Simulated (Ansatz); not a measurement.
In doubt: one-shot GW on d or f shells is unsure, so the values of those runs are not to be relied on.

Rows from a G0W0 calculation on FeAs2 (Lollingite) (Ansatz 0.2.0; G0W0 on LDA, plane waves, PAW; 4×4×6 mesh, 119 empty bands, screening to 69 eV), in eV. Spin-orbit coupling is left out.

```tsv
row	k	band	start	Σx	Σc at the solution	Vxc
A	(0.000, 0.000, 0.167)	v1	13.934	-33.618	5.546	-29.075
B	(0.000, 0.000, 0.167)	c2	15.905	-24.814	-2.681	-28.755
C	(0.000, 0.000, 0.167)	c1	14.776	-20.225	-2.458	-23.633
D	(0.000, 0.250, 0.167)	c1	15.020	-20.503	-2.377	-23.835
E	(0.000, 0.250, 0.167)	c2	16.107	-16.140	-3.215	-20.139
F	(0.000, 0.250, 0.167)	v1	14.180	-32.434	4.502	-28.971
```

**Question.** Give the quasiparticle energies and the shift of each level.

The quasiparticle equation reads E = start + Σx + Σc(E) − Vxc.

```tsv
row	E (eV)	shift (eV)
A	14.937	+1.003
B	17.164	+1.260
C	15.726	+0.950
D	15.975	+0.955
E	16.891	+0.784
F	15.219	+1.039
```

The gap over the computed points goes from 0.25 eV to 0.51 eV.

Limits: not at the basis limit; mesh may overstate the screening; no spin polarisation; d states lean on the start; no spin-orbit coupling; coarse k mesh.

[Paths, hosts, dates, memory and timing lines, banners, echoed tables and standing remarks are left out of the program output.]

[Logs are printed without paths, hosts, clocks, repeated set-up lines and the standing remarks that a program may print on its own settings, such as how far it seeks lower states.]

[Runs of the session that timed out or met a known fault of the program may be left out.]

[Cells called generated may have been cut or substituted from an entry of the Crystallography Open Database or the Materials Project.]

[Hosts, paths, dates, database ids (printed as entryN), source tags and the programs' standing remarks are cut or masked in the printed files.]
